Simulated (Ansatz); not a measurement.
Records of electronic-structure calculations.

### From HSE06 to G0W0: BaTiO3 (Barioperovskite)

Symmetry: Amm2, No. 38, orthorhombic system. Conventional cell: a = 3.986 Å, b = 5.674 Å, c = 5.690 Å, α = 90.00°, β = 90.00°, γ = 90.00°. Nearest to Ba lie 12 O at 2.77 to 2.92 Å. Nearest to Ti lie 6 O at 1.93 to 2.09 Å. Nearest to O lie 2 Ti at 2.00 Å and 4 Ba at 2.77 to 2.92 Å. Nearest to O lie 2 Ti at 1.93 to 2.09 Å and 4 Ba at 2.81 to 2.84 Å. Farther neighbours and most contacts between anions are not listed.

* method: G0W0 on HSE06, plane waves, PAW (and 1 further level or step)
* program: Ansatz 0.2.0
* settings of one run: cutoff 930 eV, 6×6×6 k-mesh, {"kind": "paw", "source": "ansatz"}, empty bands 382, screening cutoff 190 eV, screening contour deformation, QP bands (v2, c2), PAW set ansatz
* cost: 2 runs, 6.4 min in all on 1 × NVIDIA H100 80GB HBM3 (shared by 3 runs) with 4 threads of AMD EPYC 7R13 (Zen 3), shared host (the runs of this entry)
* notes: In doubt: masses and optical values from hybrid runs of this build are listed as unsure (in some of the runs), which bears on the screening that GW takes from such a start. The program’s warnings: metallic iterate. The cell and positions come from the Crystallography Open Database and are kept as given unless a step says otherwise. Limits: no spin-orbit coupling. For the G0W0 step: the program’s warnings for this run: metallic iterate.
* HSE06 gap over mesh and listed points: 3.313 eV, from k = (0.500, 0.499, -0.499) to k = Γ
* G0W0@HSE06 gap over 36 of 52 irreducible mesh points: 3.645 eV, from k = (-0.500, -0.500, -0.500) to k = Γ
* HSE06+SOC gap over mesh and listed points: 3.307 eV
* GW settings: 6×6×6 mesh, 382 empty bands, screening to 190 eV, hard PAW files
* known limits: finite bands, screening cutoff and k mesh; no spin-orbit coupling in G0W0

Over 36 of 52 irreducible mesh points the G0W0 gap is 3.645 eV, from k = (-0.500, -0.500, -0.500) to k = Γ. The HSE06 gap of this run on the mesh is 3.312 eV. The two states that bound the G0W0 gap lie that far apart at the start, so the correction of the gap is 3.645 − 3.312 = +0.333 eV. The valence state moves by 9.361 − 9.259 = +0.102 eV and the conduction state by 13.006 − 12.571 = +0.435 eV, on the run's own scale; how far single levels stand from their limit in bands is not shown.

[Runs of the session that timed out or met a known fault of the program may be left out.]

[Cells called generated may have been cut or substituted from an entry of the Crystallography Open Database or the Materials Project.]

[Hosts, paths, dates, database ids (printed as entryN), source tags and the programs' standing remarks are cut or masked in the printed files.]
